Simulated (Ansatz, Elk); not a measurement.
**Bonding as seen by X-rays: ZrScTi4**

Structure refinements treat a crystal as free atoms side by side. For a made-up structure of ZrScTi4 (cell and positions from a r2SCAN relaxation) the runs below show what the calculated density changes in F(hkl).

Program: Elk 11.2.3 (patched build). Level of theory: DFT, PBE, all-electron APW+lo, Dirac cores, scalar-relativistic bands, static density, no spin. Results are calculated unless marked as measured.

The structure was built from a prototype and need not be the compound's stable phase.

## (1) The structure

Symmetry: F-43m, No. 216, cubic system. The conventional cell has a = 7.859 Å, b = 7.859 Å, c = 7.859 Å, α = 90.00°, β = 90.00°, γ = 90.00°. Zr has 12 Ti at 3.25 Å and 4 Sc at 3.40 Å nearest. Nearest to Ti lie 6 Ti at 2.73 to 2.83 Å and 3 Zr at 3.25 Å and 3 Sc at 3.26 Å. Nearest to Sc lie 12 Ti at 3.26 Å and 4 Zr at 3.40 Å. Farther neighbours are not listed.

## (2) Ground state and structure factors

An all-electron density is needed, since X-rays see the cores too. Task 0 finds the density and task 195 Fourier-transforms it; tshift is off so that phases refer to the origin typed.

File elk.in:

```
tasks
  0
  195

xctype
  20

spinpol
  .false.

rgkmax
  7.0

gmaxvr
  14.0

lmaxo
  7

lmaxapw
  8

swidth
  0.002

tshift
  .false.

ramdisk
  .false.

hmaxvr
  5.5

maxscl
  120

epspot
  1e-06

sppath
  './'

avec
  -0.00000000000 7.42544766343 7.42544766343
  7.42544766343 0.00000000000 7.42544766343
  7.42544766343 7.42544766343 -0.00000000000

atoms
  3
  'Zr.in'
  1
  0.2500000000 0.2500000000 0.2500000000   0.000000 0.000000 0.000000
  'Ti.in'
  4
  0.6228983291 0.1313050127 0.6228983291   0.000000 0.000000 0.000000
  0.1313050127 0.6228983291 0.6228983291   0.000000 0.000000 0.000000
  0.6228983291 0.6228983291 0.6228983291   0.000000 0.000000 0.000000
  0.6228983291 0.6228983291 0.1313050127   0.000000 0.000000 0.000000
  'Sc.in'
  1
  0.0000000000 0.0000000000 -0.0000000000   0.000000 0.000000 0.000000

ngridk
  5 5 5
```

On the command line:

```console
$ OMP_NUM_THREADS=4 elk
```

Numbers of over 12 decimals in the logs are rounded to 6 here.

Output:

```text
┌─────────────────────────┐
│ Elk code version 11.2.3 │
└─────────────────────────┘

All units are atomic (Hartree, Bohr, etc.)

┌─────────────────────────────────────────────────┐
│ Ground-state run starting from atomic densities │
└─────────────────────────────────────────────────┘

Lattice vectors :
  -0.000000000       7.425447663       7.425447663
   7.425447663       0.000000000       7.425447663
   7.425447663       7.425447663      -0.000000000

Reciprocal lattice vectors :
 -0.4230846133      0.4230846133      0.4230846133
  0.4230846133     -0.4230846133      0.4230846133
  0.4230846133      0.4230846133     -0.4230846133

Unit cell volume      :    818.8378700
Brillouin zone volume :   0.3029295817

Muffin-tin inner radius fraction :   0.1000000000E-01

Nuclei treated as point charges

Species : 1 (Zr)
 parameters loaded from : Zr.in
 name : zirconium
 nuclear charge    :   -40.00000000
 electronic charge :    40.00000000
 atomic mass :    166291.1793
 muffin-tin radius :    2.600000000
 number of radial points in muffin-tin :   1193
 inner part over the whole radius :   0.9967875514E-02
 number on inner part of muffin-tin    :    848
 approximate nuclear radius :   0.8202877663E-04
 number of mesh points to nuclear radius :    417
 atomic positions (lattice), magnetic fields (Cartesian) :
  1 :   0.25000000  0.25000000  0.25000000    0.00000000  0.00000000  0.00000000

Species : 2 (Ti)
 parameters loaded from : Ti.in
 name : titanium
 nuclear charge    :   -22.00000000
 electronic charge :    22.00000000
 atomic mass :    87256.20317
 muffin-tin radius :    2.400000000
 number of radial points in muffin-tin :    993
 inner part over the whole radius :   0.9985722337E-02
 number on inner part of muffin-tin    :    699
 approximate nuclear radius :   0.6805665174E-04
 number of mesh points to nuclear radius :    325
 atomic positions (lattice), magnetic fields (Cartesian) :
  1 :   0.62289833  0.13130501  0.62289833    0.00000000  0.00000000  0.00000000
  2 :   0.13130501  0.62289833  0.62289833    0.00000000  0.00000000  0.00000000
  3 :   0.62289833  0.62289833  0.62289833    0.00000000  0.00000000  0.00000000
  4 :   0.62289833  0.62289833  0.13130501    0.00000000  0.00000000  0.00000000

Species : 3 (Sc)
 parameters loaded from : Sc.in
 name : scandium
 nuclear charge    :   -21.00000000
 electronic charge :    21.00000000
 atomic mass :    81949.61073
 muffin-tin radius :    2.400000000
 number of radial points in muffin-tin :    993
 inner part over the whole radius :   0.9898716403E-02
 number on inner part of muffin-tin    :    698
 approximate nuclear radius :   0.6711386133E-04
 number of mesh points to nuclear radius :    323
 atomic positions (lattice), magnetic fields (Cartesian) :
  1 :   0.00000000  0.00000000  0.00000000    0.00000000  0.00000000  0.00000000

Total number of atoms per unit cell :    6
Total muffin-tin volume :    363.1513556
 ratio of muffin-tin to unit cell volume :   0.4434960435

Spin treatment :
 spin-unpolarised

Number of Bravais lattice symmetries :   48
Number of crystal symmetries         :   24
Crystal has no inversion symmetry
Complex Hermitian eigensolver will be used

k-point grid :      5     5     5
k-point offset :    0.000000000       0.000000000       0.000000000
k-point set is reduced with full crystal symmetry group
Total number of k-points :       14

Muffin-tin radius times maximum |G+k| :    7.000000000
 using average radius
Maximum |G+k| for APW functions       :    2.876712329
Maximum (1/2)|G+k|²                   :    4.137736911
Maximum |G| for potential and density :    14.00000000
Constant for pseudocharge density :    9
 order of it for each species :   16  16  16
 order of it for pair densities of each species (exact exchange by exxq0 0: 17) :   11   9   9
Radial integration step length :    1

G-vector grid sizes :     48    48    48
Number of G-vectors :    38013

Maximum angular momentum used for
 APW functions            :    8
[...]
Madelung                    :     -9342.7245021978
 xc potential                :     -418.74913738639
 exchange                    :     -315.11530720332
 correlation                 :     -6.764181
 electron entropic           :    -0.67570405463603E-02
 total energy                :     -7779.5155406673

Density of states at Fermi energy :    521.1217861
 (states/Hartree/unit cell)

Estimated indirect band gap :   0.4646380529E-03
 from k-point 9 to k-point 4
Estimated direct band gap   :   0.5025757684E-03
 at k-point 10

Charges :
 core                        :    78.00000000
 valence                     :    71.00000000
 interstitial                :    10.82736922
 muffin-tins (core leakage)
  species : 1 (Zr)
[...]
species : 2 (Ti)
[...]
species : 3 (Sc)
[...]
total in muffin-tins        :    138.1726308
 total calculated charge     :    148.9999086
 total charge                :    149.0000000
 error                       :   0.9143223389E-04

RMS change in Kohn-Sham potential (target) :   0.2847384637     (  0.1000000000E-05)
Absolute change in total energy (target)   :   0.2610802072E-01 (  0.1000000000E-03)

[... loops 3 to 17 left out ...]

┌──────────────────┐
│ Loop number : 18 │
└──────────────────┘

Energies :
 Fermi                       :     0.257664
 sum of occupied eigenvalues :     -4574.8175017110
 electron kinetic            :      7937.5186209025
 core electron kinetic       :      7538.3595572807
 Coulomb                     :     -15394.038032731
 Coulomb potential           :     -12094.168655337
 nuclear-nuclear             :     -1073.7591864832
 electron-nuclear            :     -16576.733155941
 Hartree                     :      2256.4543096931
 Madelung                    :     -9346.9537050624
 xc potential                :     -418.16746727678
 exchange                    :     -315.35493543042
 correlation                 :     -6.762533
 electron entropic           :    -0.89832578102119E-02
 total energy                :     -7778.6458637695

Density of states at Fermi energy :    698.3121747
 (states/Hartree/unit cell)

Estimated indirect band gap :   0.1284014269E-02
 from k-point 1 to k-point 11
Estimated direct band gap   :   0.2816945027E-02
 at k-point 14

Charges :
 core                        :    78.00000000
 valence                     :    71.00000000
 interstitial                :    10.67178834
 muffin-tins (core leakage)
  species : 1 (Zr)
[...]
species : 2 (Ti)
[...]
species : 3 (Sc)
[...]
total in muffin-tins        :    138.3282117
 total calculated charge     :    148.9999171
 total charge                :    149.0000000
 error                       :   0.8294701945E-04

RMS change in Kohn-Sham potential (target) :   0.6230142990E-06 (  0.1000000000E-05)
Absolute change in total energy (target)   :   0.1722927391E-04 (  0.1000000000E-03)

Convergence targets achieved

┌──────────────────┐
│ Loop number : 19 │
└──────────────────┘

Energies :
 Fermi                       :     0.257663
 sum of occupied eigenvalues :     -4574.8175251952
 electron kinetic            :      7937.5185992338
 core electron kinetic       :      7538.3595466021
 Coulomb                     :     -15394.038030300
 Coulomb potential           :     -12094.168678346
 nuclear-nuclear             :     -1073.7591864832
 electron-nuclear            :     -16576.733129290
 Hartree                     :      2256.4542854727
 Madelung                    :     -9346.9536911273
 xc potential                :     -418.16744608248
 exchange                    :     -315.35493445077
 correlation                 :     -6.762533
 electron entropic           :    -0.89832690744297E-02
 total energy                :     -7778.6458819863

Density of states at Fermi energy :    698.3132244
 (states/Hartree/unit cell)

Estimated indirect band gap :   0.1284025460E-02
 from k-point 1 to k-point 11
Estimated direct band gap   :   0.2816941514E-02
 at k-point 14

Charges :
 core                        :    78.00000000
 valence                     :    71.00000000
 interstitial                :    10.67178911
 muffin-tins (core leakage)
  species : 1 (Zr)
[...]
species : 2 (Ti)
[...]
atom 3                    :    20.37391080     ( -0.2204249245E-06)
   atom 4                    :    20.37391080     ( -0.2204249245E-06)
  species : 3 (Sc)
   atom 1                    :    19.01966937     ( -0.2163504149E-06)
 total in muffin-tins        :    138.3282109
 total calculated charge     :    148.9999171
 total charge                :    149.0000000
 error                       :   0.8294663695E-04

┌──────────────────────────────┐
│ Self-consistent loop stopped │
└──────────────────────────────┘

Wrote STATE.OUT
```

Wall time 35 s (4 threads of Intel Xeon at 2.60GHz (Ice Lake), shared host); peak memory 0.25 GiB.

SFACRHO.OUT:

```text

h k l indices transformed by vhmat matrix:
   1.000000000       0.000000000       0.000000000    
   0.000000000       1.000000000       0.000000000    
   0.000000000       0.000000000       1.000000000    

      h      k      l  multipl.   |H|            Re(F)            Im(F)           |F|

      0      0      0      1   0.0000000       149.00000      0.36935544E-16   149.00000    
      0      1      0      4  0.73280405      -10.231967       9.8509540       14.203325    
      0     -1      0      4  0.73280405      -10.231967      -9.8509540       14.203325    
      1      0      1      6  0.84616923      -15.569440      0.19879528E-13   15.569440    
     -2     -1     -1     12   1.1966640       47.962400      0.36859000E-13   47.962400    
      1      0      2     12   1.4032129       36.341590      -52.947275       64.219351    
     -2     -1      0     12   1.4032129       36.341590       52.947275       64.219351    
      0     -2      0      4   1.4656081      -15.843965      -61.019996       63.043407    
      0      0      2      4   1.4656081      -15.843965       61.019996       63.043407    
      0     -2     -2      6   1.6923385      -14.812442     -0.97756449E-13   14.812442    
      2     -1      0     12   1.8441831      -5.2061296       7.3134579       8.9772185    
      0      1     -2     12   1.8441831      -5.2061296      -7.3134579       8.9772185    
     -2     -1      1     24   1.8920919      -16.353851     -0.57176262E-14   16.353851    
      1      1     -2     12   2.0726828       38.850234      -2.6789412       38.942489    
      3      0      1     12   2.0726828       38.850234       2.6789412       38.942489    
      3      0      0      4   2.1984121       27.239979      -45.640579       53.151471    
     -3     -2      0     12   2.1984121       30.910784      -41.963618       52.119303    
     -3     -3     -1     12   2.1984121       30.910784       41.963618       52.119303
```

Elk indexes on the primitive cell of elk.in and gives |H| = 4π sin θ/λ in inverse bohr. Below, one row stands for each form hkl of the conventional cell (m members, Friedel mates merged), F is for one primitive cell and the density is static (no thermal factor). Free-atom factors are Waasmaier and Kirfel's, and R is Σm||F|−|F'||/Σm|F|.

```
hkl   m  sin θ/λ (Å⁻¹)  abs F, DFT  neutral atoms   diff.  abs of complex diff.
111   8          0.110      14.203         14.111  +0.093                 0.253
200   6          0.127      15.569         15.561  +0.009                 0.009
220  12          0.180      47.962         48.061  -0.098                 0.098
311  24          0.211      64.219         64.753  -0.534                 0.538
222   8          0.220      63.043         63.680  -0.636                 0.645
400   6          0.255      14.812         15.100  -0.288                 0.288
331  24          0.277       8.977          8.914  +0.063                 0.082
420  24          0.284      16.354         16.345  +0.009                 0.009
422  24          0.312      38.942         38.845  +0.098                 0.110
333   8          0.331      53.152         53.119  +0.033                 0.038
511  24          0.331      52.119         52.014  +0.106                 0.107
440  12          0.360      82.794         82.677  +0.118                 0.118
531  48          0.376      10.793         10.771  +0.022                 0.048
442  24          0.382      12.419         12.399  +0.021                 0.042
600   6          0.382      17.167         17.139  +0.028                 0.028
620  24          0.402      33.652         33.602  +0.050                 0.050
533  24          0.417      45.288         45.219  +0.069                 0.069
622  24          0.422      43.637         43.543  +0.094                 0.096
444   8          0.441       8.232          8.223  +0.010                 0.011
551  24          0.454      12.078         12.102  -0.024                 0.029
711  24          0.454       8.126          8.131  -0.005                 0.006
640  24          0.459       9.591          9.590  +0.000                 0.000
```

## (3) The highest occupied states alone

An energy window below the Fermi level keeps the highest occupied states, to see at which angles they scatter; shallow core shells can lie inside it and anion s states outside. No new self-consistency is needed.

Edit elk.in of step 2 so:

```diff
@@ -1,3 +1,2 @@
 tasks
-  0
   195
@@ -40,2 +39,5 @@
 
+wsfac
+  -0.109830 0.557660
+
 sppath
```

On the command line:

```console
$ OMP_NUM_THREADS=4 elk
```

Output:

```text
┌─────────────────────────────────┐
│ Elk code version 11.2.3 started │
└─────────────────────────────────┘

Info(readinput): the functional depends on the density's gradient
 muffin-tin radial points multiplied by    2.00000
 (not where nrmtscf is given)

┌────────────────────┐
│ Current task : 195 │
└────────────────────┘

Info(sfacrho): density structure factors written to SFACRHO.OUT

 Energy window :  -0.1098300000      0.5576600000

┌──────────────────┐
│ Elk code stopped │
└──────────────────┘
```

Run time: 12 s. Hardware: 4 threads; peak memory 0.18 GiB.

States within 10 eV below the Fermi level hold 23.00 electrons; any levels below the window count with the cores. Their amplitudes can exceed the total, where window and core parts have opposite phase:

```
hkl  sin θ/λ (Å⁻¹)  abs F, window  abs F, all
111          0.110          2.443      14.203
200          0.127          0.173      15.569
220          0.180          0.814      47.962
311          0.211          1.595      64.219
222          0.220          2.523      63.043
400          0.255          1.837      14.812
331          0.277          0.808       8.977
420          0.284          0.030      16.354
422          0.312          0.322      38.942
333          0.331          0.931      53.152
```

## (4) Another functional

The difference from free atoms is small, so it is set against the change that PBEsol makes.

Edit elk.in of step 3 so:

```diff
@@ -1,2 +1,3 @@
 tasks
+  0
   195
@@ -4,3 +5,3 @@
 xctype
-  20
+  22
 
@@ -39,5 +40,2 @@
 
-wsfac
-  -0.109830 0.557660
-
 sppath
```

On the command line:

```console
$ OMP_NUM_THREADS=4 elk
```

Output:

```text
┌─────────────────────────┐
│ Elk code version 11.2.3 │
└─────────────────────────┘

All units are atomic (Hartree, Bohr, etc.)

┌─────────────────────────────────────────────────┐
│ Ground-state run starting from atomic densities │
└─────────────────────────────────────────────────┘

Lattice vectors :
  -0.000000000       7.425447663       7.425447663
   7.425447663       0.000000000       7.425447663
   7.425447663       7.425447663      -0.000000000

Reciprocal lattice vectors :
 -0.4230846133      0.4230846133      0.4230846133
[...]
interstitial                :    10.66013629
 muffin-tins (core leakage)
  species : 1 (Zr)
[...]
species : 2 (Ti)
[...]
atom 4                    :    20.37618218     ( -0.2204170322E-06)
  species : 3 (Sc)
   atom 1                    :    19.01972850     ( -0.2163010642E-06)
 total in muffin-tins        :    138.3398637
 total calculated charge     :    148.9999041
 total charge                :    149.0000000
 error                       :   0.9586097303E-04

┌──────────────────────────────┐
│ Self-consistent loop stopped │
└──────────────────────────────┘

Wrote STATE.OUT
[key lines of the parts left out:]
total energy                :     -7771.9280530233
```

Elapsed: 35 s, on 4 threads; peak memory 0.25 GiB.

Against the first run R = 0.02 %; the largest change is -0.038 at 440.

## (5) Basis size

A smaller basis shows how fast F responds to it; the change is likely larger than the basis error of the first run, but doesn't show convergence.

Edit elk.in of step 4 so:

```diff
@@ -5,3 +5,3 @@
 xctype
-  22
+  20
 
@@ -11,3 +11,3 @@
 rgkmax
-  7.0
+  5.5
```

On the command line:

```console
$ OMP_NUM_THREADS=4 elk
```

Output:

```text
┌─────────────────────────┐
│ Elk code version 11.2.3 │
└─────────────────────────┘

All units are atomic (Hartree, Bohr, etc.)

┌─────────────────────────────────────────────────┐
│ Ground-state run starting from atomic densities │
└─────────────────────────────────────────────────┘

Lattice vectors :
  -0.000000000       7.425447663       7.425447663
   7.425447663       0.000000000       7.425447663
   7.425447663       7.425447663      -0.000000000

Reciprocal lattice vectors :
 -0.4230846133      0.4230846133      0.4230846133
[...]
interstitial                :    11.01283921
 muffin-tins (core leakage)
  species : 1 (Zr)
[...]
species : 2 (Ti)
[...]
atom 4                    :    20.31431219     ( -0.2204258482E-06)
  species : 3 (Sc)
   atom 1                    :    18.97304675     ( -0.2163529018E-06)
 total in muffin-tins        :    137.9871608
 total calculated charge     :    149.0003719
 total charge                :    149.0000000
 error                       :   0.3719032777E-03

┌──────────────────────────────┐
│ Self-consistent loop stopped │
└──────────────────────────────┘

Wrote STATE.OUT
[key lines of the parts left out:]
total energy                :     -7778.4712313651
```

Elapsed: 29 s, on 4 threads; peak memory 0.24 GiB.

Against the first run R = 0.03 %; the largest change is +0.148 at 440.

## (6) Settings against the effect

```
          run  R against the first run (%)  R against neutral atoms, low angle (%)  wall time
PBE, rgkmax 7                         0.00                                    0.66       35 s
       PBEsol                         0.02                                    0.69       35 s
   rgkmax 5.5                         0.03                                    0.77       29 s
```

## (7) What came out

| Item | Value |
| --- | --- |
| R against neutral atoms, sin θ/λ < 0.3 Å⁻¹ | 0.66 % |
| R against neutral atoms, 0.3 to 0.82 Å⁻¹ | 0.19 % |

Independent neutral atoms miss the calculated amplitudes by R = 0.66 % below 0.3 Å⁻¹ and 0.19 % from there to 0.82 Å⁻¹; by shells, 0.38 % below 0.15 Å⁻¹ (2 forms), 0.68 % 0.15 to 0.3 (6 forms), 0.18 % 0.3 to 0.45 (11 forms), 0.20 % above 0.45 (65 forms). Bonding, aspherical density and the tables' own atoms all enter these figures, and the runs don't part them. The largest change of an amplitude is -0.64 electrons, at 222. R counts amplitudes alone; phases shift too. The window's part falls from 23.0 electrons at the origin to at most 0.43 between 0.45 and 0.82 Å⁻¹. Below 0.3 Å⁻¹ the changes that finished (PBEsol and rgkmax 5.5) move F by R = 0.11 % at most, against the 0.66 % that separates it from free atoms. The k-mesh has no finished test. These runs have no spin, though d or f shells may be open. Part of the difference isn't bonding: the tables are fits to free atoms and ions calculated by other methods than this functional. Thermal motion, anomalous dispersion and extinction are left out.

[Logs are printed without paths, hosts, clocks, repeated set-up lines and the standing remarks that a program may print on its own settings, such as how far it seeks lower states.]

[Hosts, paths, dates, database ids (printed as entryN), source tags and the programs' standing remarks are cut or masked in the printed files.]
